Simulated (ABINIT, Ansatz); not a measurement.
# A GW chain in ABINIT: GaCuSe2 (I-42d), part 2 of 3

Aim: the G0W0 gap of GaCuSe2 (I-42d) on PBE, step by step.

ABINIT 10.8.3; PBE and many-body steps on it, plane waves. Known limits of the many-body steps: not at the basis limit; screening runs away on this mesh; d shell near the gap, gap tends to lie low; no spin-orbit coupling; coarse k mesh.

So far. Step 2 (Ground state): The gap is direct, at Γ.

In doubt: a PseudoDojo file used here is known to give poor structures and forces, which bears on pressures, cells, forces and phonons.

## 3. Bands along the symmetry lines

Level of this step: DFT, PBE, plane waves, norm-conserving pseudopotentials (ABINIT).

The cheap functional maps the bands first; the places of the edges decide which points the dearer methods must see.

run.abi reads:

```
acell 3*1.0 Angstrom
rprim 
  -2.809550000000 2.809550000000 5.513000000000
  2.809550000000 -2.809550000000 5.513000000000
  2.809550000000 2.809550000000 -5.513000000000
ntypat 3
znucl 31 29 34
natom 8
typat 1 1 2 2 3 3 3 3
xred 
  0.500000000000 0.500000000000 0.000000000000
  0.250000000000 0.750000000000 0.500000000000
  0.000000000000 0.000000000000 0.000000000000
  0.750000000000 0.250000000000 0.500000000000
  0.375000000000 0.375620000000 0.500620000000
  0.624380000000 0.125000000000 0.999380000000
  0.875000000000 0.874380000000 0.499380000000
  0.125620000000 0.625000000000 0.000620000000
pp_dirpath "pseudos"
pseudos "Ga.upf, Cu.upf, Se.upf"
ecut 50
iscf -2
irdden 1
kptopt 0
nkpt 31
kpt 
  0.00000000 0.00000000 0.00000000
  0.00000000 0.00000000 0.16666667
  0.00000000 0.00000000 0.33333333
  0.00000000 0.00000000 0.50000000
  0.08333333 0.08333333 0.41666667
  0.16666667 0.16666667 0.33333333
  0.25000000 0.25000000 0.25000000
  0.16666667 0.33333333 0.16666667
  0.08333333 0.41666667 0.08333333
  0.00000000 0.50000000 0.00000000
  0.00000000 0.33333333 0.00000000
  0.00000000 0.16666667 0.00000000
  0.00000000 0.00000000 0.00000000
  0.16666667 0.16666667 -0.16666667
  0.33333333 0.33333333 -0.33333333
  0.50000000 0.50000000 -0.50000000
  0.43830961 0.56169039 -0.43830961
  0.37661922 0.62338078 -0.37661922
  0.31492883 0.68507117 -0.31492883
  -0.31492883 0.31492883 0.31492883
  -0.20995255 0.20995255 0.20995255
  -0.10497628 0.10497628 0.10497628
  0.00000000 0.00000000 0.00000000
  -0.00000000 0.00000000 0.50000000
  -0.04328588 0.04328588 0.50000000
  -0.08657177 0.08657177 0.50000000
  -0.12985765 0.12985765 0.50000000
  0.50000000 0.50000000 -0.12985765
  0.50000000 0.50000000 -0.25323843
  0.50000000 0.50000000 -0.37661922
  0.50000000 0.50000000 -0.50000000
istwfk *1
nband 95
nbdbuf 2
tolwfr 1e-08
nstep 40
prtwf 0
prtvol 0
indata_prefix "in"
outdata_prefix "out"
tmpdata_prefix "tmp"
```

Launch:

```
> OMP_NUM_THREADS=1 mpirun -n 16 abinit run.abi > log
```

Numbers of over 12 decimals in the logs are rounded to 6 here.

The program printed:

```text
.Version 10.8.3 of ABINIT. v10.8.2 released Aug 2026.

 Symmetries : space group I-4 2 d (#122); Bravais tI (body-center tetrag.)
[... echo of the input left out ...]
== DATASET  1 ==================================================================
-   mpi_nproc: 16, omp_nthreads: 1 (-1 if OMP is not activated)

--- !DatasetInfo
iteration_state: {dtset: 1, }
dimensions: {natom: 8, nkpt: 31, mband: 95, nsppol: 1, nspinor: 1, nspden: 1, mpw: 19872, }
cutoff_energies: {ecut:  50.0, pawecutdg:  -1.0, }
electrons: {nelect:   1.76000000E+02, charge:   0.00000000E+00, occopt:   1.00000000E+00, tsmear:   1.00000000E-02, }

 Real(R)+Recip(G) space primitive vectors, cartesian coordinates (Bohr,Bohr^-1):
 R(1)= -5.3092800  5.3092800 10.4180601  G(1)=  0.0000000  0.0941747  0.0479936
 R(2)=  5.3092800 -5.3092800 10.4180601  G(2)=  0.0941747  0.0000000  0.0479936
 R(3)=  5.3092800  5.3092800-10.4180601  G(3)=  0.0941747  0.0941747  0.0000000
 Unit cell volume ucvol=  1.1746761E+03 bohr^3
 Angles (23,13,12)=  1.31158269E+02  1.31158269E+02  7.15617425E+01 degrees

 getcut: wavevector=  0.0000  0.0000  0.0000  ngfft=  90  90  90
         ecut(hartree)=     50.000   => boxcut(ratio)=   2.20209

 getcut : COMMENT -
  Note that boxcut > 2.2 ; recall that boxcut=Gcut(box)/Gcut(sphere) = 2
  is sufficient for exact treatment of convolution.
  Such a large boxcut is a waste : you could raise ecut
  e.g. ecut=   60.615049 Hartrees makes boxcut=2

--- Pseudopotential description ------------------------------------------------
- Ga Generated using ONCVPSP code by D. R. Hamann
- 31.00000  21.00000  171031                  znucl, zion, pspdat
12 -101130 2 -1 1902                          pspcod,pspxc,lmax,lloc,mmax
     nproj     2     2     2
  pspatm : epsatm=   21.85474337
         --- l  ekb(1:nproj) -->
             0    4.962806   -1.220223
             1   -5.679278   -1.350476
             2  -10.596651   -3.839775
 pspatm: atomic psp has been read  and splines computed

- Cu Generated using ONCVPSP code by D. R. Hamann
- 29.00000  19.00000  171031                  znucl, zion, pspdat
12 -101130 2 -1 1492                          pspcod,pspxc,lmax,lloc,mmax
     nproj     2     2     2
  pspatm : epsatm=   20.49795018
         --- l  ekb(1:nproj) -->
[...]
pspatm: atomic psp has been read  and splines computed

- Se Generated using ONCVPSP code by D. R. Hamann
- 34.00000  24.00000  171031                  znucl, zion, pspdat
12 -101130 2 -1 1214                          pspcod,pspxc,lmax,lloc,mmax
     nproj     2     2     2
  pspatm : epsatm=   25.39064422
         --- l  ekb(1:nproj) -->
[...]
pspatm: atomic psp has been read  and splines computed

--------------------------------------------------------------------------------

================================================================================
[...]
2.8518E-01  2.8518E-01  3.2150E-01  3.2150E-01  3.5194E-01

--- !ResultsGS
iteration_state: {dtset: 1, }
comment   : Summary of ground state results
lattice_vectors:
- [ -5.3092800,   5.3092800,  10.4180601, ]
- [  5.3092800,  -5.3092800,  10.4180601, ]
- [  5.3092800,   5.3092800, -10.4180601, ]
lattice_lengths: [  12.84184,   12.84184,   12.84184, ]
lattice_angles: [131.158, 131.158,  71.562, ] # degrees, (23, 13, 12)
lattice_volume:   1.1746761E+03
convergence: {deltae:  0.000E+00, res2:  0.000E+00, residm:  9.980E-09, diffor:  0.000E+00, }
etotal    :  -2.23643358E+03
entropy   :   0.00000000E+00
fermie    :   2.13258994E-01
cartesian_stress_tensor: null
pressure_GPa: null
xred      :
- [  5.0000E-01,   5.0000E-01,  -1.5425E-17, Ga]
- [  2.5000E-01,   7.5000E-01,   5.0000E-01, Ga]
- [  0.0000E+00,   0.0000E+00,   0.0000E+00, Cu]
- [  7.5000E-01,   2.5000E-01,   5.0000E-01, Cu]
- [  3.7500E-01,   3.7562E-01,   5.0062E-01, Se]
- [  6.2438E-01,   1.2500E-01,   9.9938E-01, Se]
- [  8.7500E-01,   8.7438E-01,   4.9938E-01, Se]
- [  1.2562E-01,   6.2500E-01,   6.2000E-04, Se]
cartesian_forces: null
force_length_stats: {min: null, max: null, mean: null, }

 Integrated electronic density in atomic spheres:
 ------------------------------------------------
 Atom  Sphere_radius  Integrated_density
[...]
================================================================================

 ----iterations are completed or convergence reached----

 Mean square residual over all n,k,spin=   49.630E-10; max=  99.803E-10
 reduced coordinates (array xred) for    8 atoms
[...]
0.875000000000      0.874380000000      0.499380000000
       0.125620000000      0.625000000000      0.000620000000

 cartesian coordinates (angstrom) at end:
    1     -0.000000    -0.000000     5.513000
    2      2.809550     0.000000     2.756500
    3      0.000000     0.000000     0.000000
[...]
7      1.401291     1.404775     6.891250
    8      1.404775    -1.401291     4.134750
 length scales=  1.889726125908  1.889726125908  1.889726125908 bohr
              =  1.000000000000  1.000000000000  1.000000000000 angstroms
 prteigrs : about to open file out_EIG
 Eigenvalues (hartree) for nkpt=  31  k points:
 kpt#   1, nband= 95, wtk=  1.00000, kpt=  0.0000  0.0000  0.0000 (reduced coord)
[...]
kpt#   2, nband= 95, wtk=  1.00000, kpt=  0.0000  0.0000  0.1667 (reduced coord)
[...]
kpt#   3, nband= 95, wtk=  1.00000, kpt=  0.0000  0.0000  0.3333 (reduced coord)
[...]
kpt#  30, nband= 95, wtk=  1.00000, kpt=  0.5000  0.5000 -0.3766 (reduced coord)
[...]
0.28497    0.28497    0.29745    0.29745    0.33185    0.33185    0.36474
 kpt#  31, nband= 95, wtk=  1.00000, kpt=  0.5000  0.5000 -0.5000 (reduced coord)
[...]
0.07594    0.07594    0.08391    0.08391    0.09292    0.09292    0.13478    0.13478
   0.14375    0.14375    0.16780    0.16780    0.16825    0.16825    0.17993    0.17993
   0.28208    0.28208    0.28518    0.28518    0.32150    0.32150    0.35194

== END DATASET(S) ==============================================================
================================================================================

 -outvars: echo values of variables after computation  --------
            nband          95
             nkpt          31
          spgroup         122
 [... the other variables as echoed above ...]

 Calculation completed.
```

Run time: 4.1 min. Hardware: 16 MPI ranks of Arm Neoverse V1, shared host; peak memory 3.5 GiB.

This step gave:

| Item | Value |
| --- | --- |
| gap | 0.2242 eV |
| k of the valence top | 0, 0, 0 |
| k of the conduction bottom | 0, 0, 0 |
| least direct gap | 0.2242 eV |

The gap is 0.224 eV, as in the run before at this level.

Electronic bands along the path, in eV, zero at the top of the highest filled band:

| point | band 85 | band 86 | band 87 | band 88 | band 89 | band 90 | band 91 | band 92 |
| --- | --- | --- | --- | --- | --- | --- | --- | --- |
| Γ | -1.53 | -0.13 | -0.13 | 0.00 | 0.22 | 1.90 | 2.27 | 3.98 |
| X | -0.82 | -0.82 | -0.50 | -0.50 | 1.18 | 1.18 | 3.31 | 3.31 |
| P | -0.85 | -0.85 | -0.68 | -0.68 | 1.62 | 1.62 | 3.04 | 3.04 |
| N | -1.34 | -1.21 | -1.09 | -0.55 | 2.19 | 2.58 | 3.23 | 4.13 |
| Γ | -1.53 | -0.13 | -0.13 | 0.00 | 0.22 | 1.90 | 2.27 | 3.98 |
| M | -1.22 | -1.22 | -0.91 | -0.91 | 1.87 | 1.87 | 1.96 | 1.96 |
| S | -1.41 | -1.19 | -0.74 | -0.56 | 1.97 | 2.41 | 2.51 | 3.45 |
| jump to S0 | -1.41 | -1.19 | -0.74 | -0.56 | 1.97 | 2.41 | 2.51 | 3.45 |
| Γ | -1.53 | -0.13 | -0.13 | 0.00 | 0.22 | 1.90 | 2.27 | 3.98 |
| jump to X | -0.82 | -0.82 | -0.50 | -0.50 | 1.18 | 1.18 | 3.31 | 3.31 |
| R | -0.85 | -0.85 | -0.69 | -0.69 | 1.46 | 1.46 | 3.83 | 3.83 |
| jump to G | -0.85 | -0.85 | -0.69 | -0.69 | 1.46 | 1.46 | 3.83 | 3.83 |
| M | -1.22 | -1.22 | -0.91 | -0.91 | 1.87 | 1.87 | 1.96 | 1.96 |

## 4. Empty states on the mesh, 2×2×2 mesh, 406 bands

The sums over transitions need many empty states on a uniform mesh; this step solves for them.

run.abi reads:

```
acell 3*1.0 Angstrom
rprim 
  -2.809550000000 2.809550000000 5.513000000000
  2.809550000000 -2.809550000000 5.513000000000
  2.809550000000 2.809550000000 -5.513000000000
ntypat 3
znucl 31 29 34
natom 8
typat 1 1 2 2 3 3 3 3
xred 
  0.500000000000 0.500000000000 0.000000000000
  0.250000000000 0.750000000000 0.500000000000
  0.000000000000 0.000000000000 0.000000000000
  0.750000000000 0.250000000000 0.500000000000
  0.375000000000 0.375620000000 0.500620000000
  0.624380000000 0.125000000000 0.999380000000
  0.875000000000 0.874380000000 0.499380000000
  0.125620000000 0.625000000000 0.000620000000
pp_dirpath "pseudos"
pseudos "Ga.upf, Cu.upf, Se.upf"
ecut 50
ngkpt 2 2 2
nshiftk 1
shiftk 0 0 0
kptopt 1
chksymbreak 0
iscf -2
irdden 1
istwfk *1
nband 406
nbdbuf 36
tolwfr 1e-09
nstep 60
prtvol 0
indata_prefix "in"
outdata_prefix "out"
tmpdata_prefix "tmp"
```

Launch:

```
> OMP_NUM_THREADS=4 mpirun -n 4 abinit run.abi > log
```

The program printed:

```text
.Version 10.8.3 of ABINIT. v10.8.2 released Aug 2026.

 Symmetries : space group I-4 2 d (#122); Bravais tI (body-center tetrag.)
[... echo of the input left out ...]
== DATASET  1 ==================================================================
-   mpi_nproc: 4, omp_nthreads: 4 (-1 if OMP is not activated)

--- !DatasetInfo
iteration_state: {dtset: 1, }
dimensions: {natom: 8, nkpt: 4, mband: 406, nsppol: 1, nspinor: 1, nspden: 1, mpw: 19844, }
cutoff_energies: {ecut:  50.0, pawecutdg:  -1.0, }
electrons: {nelect:   1.76000000E+02, charge:   0.00000000E+00, occopt:   1.00000000E+00, tsmear:   1.00000000E-02, }

 Real(R)+Recip(G) space primitive vectors, cartesian coordinates (Bohr,Bohr^-1):
 R(1)= -5.3092800  5.3092800 10.4180601  G(1)=  0.0000000  0.0941747  0.0479936
 R(2)=  5.3092800 -5.3092800 10.4180601  G(2)=  0.0941747  0.0000000  0.0479936
 R(3)=  5.3092800  5.3092800-10.4180601  G(3)=  0.0941747  0.0941747  0.0000000
 Unit cell volume ucvol=  1.1746761E+03 bohr^3
 Angles (23,13,12)=  1.31158269E+02  1.31158269E+02  7.15617425E+01 degrees

 getcut: wavevector=  0.0000  0.0000  0.0000  ngfft=  90  90  90
         ecut(hartree)=     50.000   => boxcut(ratio)=   2.20209

 getcut : COMMENT -
  Note that boxcut > 2.2 ; recall that boxcut=Gcut(box)/Gcut(sphere) = 2
  is sufficient for exact treatment of convolution.
  Such a large boxcut is a waste : you could raise ecut
  e.g. ecut=   60.615049 Hartrees makes boxcut=2

--- Pseudopotential description ------------------------------------------------
- Ga Generated using ONCVPSP code by D. R. Hamann
- 31.00000  21.00000  171031                  znucl, zion, pspdat
12 -101130 2 -1 1902                          pspcod,pspxc,lmax,lloc,mmax
     nproj     2     2     2
  pspatm : epsatm=   21.85474337
         --- l  ekb(1:nproj) -->
             0    4.962806   -1.220223
             1   -5.679278   -1.350476
             2  -10.596651   -3.839775
 pspatm: atomic psp has been read  and splines computed

- Cu Generated using ONCVPSP code by D. R. Hamann
- 29.00000  19.00000  171031                  znucl, zion, pspdat
12 -101130 2 -1 1492                          pspcod,pspxc,lmax,lloc,mmax
     nproj     2     2     2
  pspatm : epsatm=   20.49795018
         --- l  ekb(1:nproj) -->
[...]
pspatm: atomic psp has been read  and splines computed

- Se Generated using ONCVPSP code by D. R. Hamann
- 34.00000  24.00000  171031                  znucl, zion, pspdat
12 -101130 2 -1 1214                          pspcod,pspxc,lmax,lloc,mmax
     nproj     2     2     2
  pspatm : epsatm=   25.39064422
         --- l  ekb(1:nproj) -->
[...]
pspatm: atomic psp has been read  and splines computed

--------------------------------------------------------------------------------

================================================================================
[...]
2.41E-10  2.58E-10  2.32E-10  2.54E-10  2.77E-10  2.55E-10  2.39E-10  2.47E-10
  2.40E-10  7.27E-10  2.97E-10  3.52E-10  2.26E-10  2.02E-10  2.49E-10  2.45E-10
[...]
1.65E-04  1.49E-04  1.44E-04  6.77E-04  4.05E-04  1.63E-03
 -7.4455E+00 -7.4455E+00 -7.4455E+00 -7.4455E+00 -5.2231E+00 -5.2231E+00
 -5.2231E+00 -5.2231E+00 -5.2215E+00 -5.2215E+00 -5.2215E+00 -5.2215E+00
[...]
3.0435E+00  3.0547E+00  3.0547E+00  3.0631E+00  3.0633E+00  3.0833E+00
  3.0853E+00  3.0861E+00  3.0945E+00  3.1025E+00
 prteigrs : prtvol=0 or 1, do not print more k-points.

--- !ResultsGS
iteration_state: {dtset: 1, }
comment   : Summary of ground state results
lattice_vectors:
- [ -5.3092800,   5.3092800,  10.4180601, ]
- [  5.3092800,  -5.3092800,  10.4180601, ]
- [  5.3092800,   5.3092800, -10.4180601, ]
lattice_lengths: [  12.84184,   12.84184,   12.84184, ]
lattice_angles: [131.158, 131.158,  71.562, ] # degrees, (23, 13, 12)
lattice_volume:   1.1746761E+03
convergence: {deltae:  0.000E+00, res2:  0.000E+00, residm:  9.989E-10, diffor:  0.000E+00, }
etotal    :  -2.23643358E+03
entropy   :   0.00000000E+00
fermie    :   2.13258994E-01
cartesian_stress_tensor: null
pressure_GPa: null
xred      :
- [  5.0000E-01,   5.0000E-01,  -1.5425E-17, Ga]
- [  2.5000E-01,   7.5000E-01,   5.0000E-01, Ga]
- [  0.0000E+00,   0.0000E+00,   0.0000E+00, Cu]
- [  7.5000E-01,   2.5000E-01,   5.0000E-01, Cu]
- [  3.7500E-01,   3.7562E-01,   5.0062E-01, Se]
- [  6.2438E-01,   1.2500E-01,   9.9938E-01, Se]
- [  8.7500E-01,   8.7438E-01,   4.9938E-01, Se]
- [  1.2562E-01,   6.2500E-01,   6.2000E-04, Se]
cartesian_forces: null
force_length_stats: {min: null, max: null, mean: null, }

 Integrated electronic density in atomic spheres:
 ------------------------------------------------
 Atom  Sphere_radius  Integrated_density
[...]
================================================================================

 ----iterations are completed or convergence reached----

 Mean square residual over all n,k,spin=   33.039E-11; max=  99.891E-11
 reduced coordinates (array xred) for    8 atoms
[...]
0.875000000000      0.874380000000      0.499380000000
       0.125620000000      0.625000000000      0.000620000000

 cartesian coordinates (angstrom) at end:
    1     -0.000000    -0.000000     5.513000
    2      2.809550     0.000000     2.756500
[...]
7      1.401291     1.404775     6.891250
    8      1.404775    -1.401291     4.134750
 length scales=  1.889726125908  1.889726125908  1.889726125908 bohr
              =  1.000000000000  1.000000000000  1.000000000000 angstroms
 prteigrs : about to open file out_EIG
 Eigenvalues (hartree) for nkpt=   4  k points:
 kpt#   1, nband=406, wtk=  0.12500, kpt=  0.0000  0.0000  0.0000 (reduced coord)
[...]
2.98130    2.99133    2.99275    2.99275    3.00081    3.00401    3.00929    3.03482
   3.03485    3.03696    3.03787    3.03838    3.04353    3.05466    3.05471    3.06309
   3.06329    3.08334    3.08526    3.08606    3.09453    3.10246
 prteigrs : prtvol=0 or 1, do not print more k-points.

== END DATASET(S) ==============================================================
================================================================================

 -outvars: echo values of variables after computation  --------
            nband         406
             nkpt           4
          spgroup         122
 [... the other variables as echoed above ...]

 Calculation completed.
```

Run time: 4.9 min. Hardware: 4 MPI ranks; peak memory 1.2 GiB; 50 min of CPU time.

This step gave:

```yaml
gap: 0.2242 eV
k_of_the_valence_top: 0, 0, 0
k_of_the_conduction_bottom: 0, 0, 0
least_direct_gap: 0.2242 eV
k_points_computed: 4
lowest_point_of_the_top_converged_band_above_the_valence_top: 71.3575 eV
```

On this mesh the gap is 0.224 eV.

## 5. Screening, 2×2×2 mesh, 203 bands, screening to 114.3 eV

The RPA dielectric matrix is built and inverted for each q.

This step: RPA screening on PBE, plane waves, norm-conserving pseudopotentials.

Changes to run.abi since step 4:

```diff
@@ -26,10 +26,11 @@
 chksymbreak 0
-iscf -2
-irdden 1
 istwfk *1
-nband 406
-nbdbuf 36
-tolwfr 1e-09
-nstep 60
-prtvol 0
+occopt 1
+irdwfk 1
+optdriver 3
+nband 203
+ecuteps 4.2
+inclvkb 2
+awtr 1
+symchi 1
 indata_prefix "in"
@@ -37 +38,2 @@
 tmpdata_prefix "tmp"
+gwmem 10
```

Launch:

```
> OMP_NUM_THREADS=1 mpirun -n 16 abinit run.abi > log
```

The program printed:

```text
.Version 10.8.3 of ABINIT. v10.8.2 released Aug 2026.

 Symmetries : space group I-4 2 d (#122); Bravais tI (body-center tetrag.)
[... echo of the input left out ...]
== DATASET  1 ==================================================================
-   mpi_nproc: 16, omp_nthreads: 1 (-1 if OMP is not activated)

--- !DatasetInfo
iteration_state: {dtset: 1, }
dimensions: {natom: 8, nkpt: 4, mband: 203, nsppol: 1, nspinor: 1, nspden: 1, mpw: 19844, }
cutoff_energies: {ecut:  50.0, pawecutdg:  -1.0, }
electrons: {nelect:   1.76000000E+02, charge:   0.00000000E+00, occopt:   1.00000000E+00, tsmear:   1.00000000E-02, }

 SCREENING: Calculation of the susceptibility and dielectric matrices

 Based on a program developped by R.W. Godby, V. Olevano, G. Onida, and L. Reining.
 Incorporated in ABINIT by V. Olevano, G.-M. Rignanese, and M. Torrent.
.Using double precision arithmetic ; gwpc =  8

[... cell and pseudopotentials left out ...]
--------------------------------------------------------------------------------

 ==== K-mesh for the wavefunctions ====
 Number of points in the irreducible wedge :     4
[... list of points left out ...]
 Together with  8 symmetry operations and time-reversal symmetry
 yields     8 points in the full Brillouin Zone.

 ==== Q-mesh for the screening function ====
 Number of points in the irreducible wedge :     4
[... list of points left out ...]
 Together with  8 symmetry operations and time-reversal symmetry
 yields     8 points in the full Brillouin Zone.

 setmesh: FFT mesh size selected  =   120x  120x  120
          total number of points  =      1728000

 vcoul_init : cutoff-mode = AUXILIARY_FUNCTION
 q-points for optical limit:   1
     1)      0.000010    0.000020    0.000030

- screening: taking advantage of time-reversal symmetry
- Maximum band index for partially occupied states nbvw = 88
- Remaining bands to be divided among processors   nbcw = 115
- Number of bands treated by each node ~7

 Number of electrons calculated from density =  176.0000; Expected =  176.0000
 average of density, n =  0.149829
 r_s =    1.1680
 omega_plasma =   37.3382 [eV]

 calculating chi0 at frequencies [eV] :
  1    0.000000E+00    0.000000E+00
  2    0.000000E+00    3.733816E+01

--------------------------------------------------------------------------------
  q-point number  1        q = ( 0.000000, 0.000000, 0.000000) [r.l.u.]
--------------------------------------------------------------------------------
[... chi0 elements left out ...]
 For q-point:  0.000010 0.000020 0.000030
  dielectric constant = 338.8199
  dielectric constant without local fields = 373.7697

  Average fulfillment of the sum rule on Im[epsilon] for q-point    1 :     21.60  [%]
[... wings left out ...]
  q-point number  2        q = ( 0.500000, 0.000000, 0.000000) [r.l.u.]
--------------------------------------------------------------------------------
[... chi0 elements left out ...]
  Average fulfillment of the sum rule on Im[epsilon] for q-point    2 :     23.30  [%]

 [... 2 further q-points ...]
```

It took 25 min on 16 MPI ranks; peak memory 10 GiB.

This step gave:

- ε∞ with local fields, on this mesh, along the program's q direction: 338.8
- the same without local fields: 373.8
- plasma frequency: 37.34 eV
- plane waves in the screening matrix: 461

Local fields lower ε∞ by 9 %. The value itself is an artefact of the mesh, where one narrow direct gap carries too much weight.

(Continued in part 3 of 3.)

[Paths, hosts, dates, memory and timing lines, banners, echoed tables and standing remarks are left out of the program output.]

[Logs are printed without paths, hosts, clocks, repeated set-up lines and the standing remarks that a program may print on its own settings, such as how far it seeks lower states.]

[Runs of the session that timed out or met a known fault of the program may be left out.]

[Hosts, paths, dates, database ids (printed as entryN), source tags and the programs' standing remarks are cut or masked in the printed files.]

[G0W0 gaps are taken among the corrected bands and points alone; a level outside them can change the order at an edge.]

[Where Ansatz stands beside ABINIT at settings called matched, ABINIT's density can come from a denser mesh and the files from another edition; pairs whose starting gaps differed by over 0.03 eV were left out, so agreement reads better than it is.]
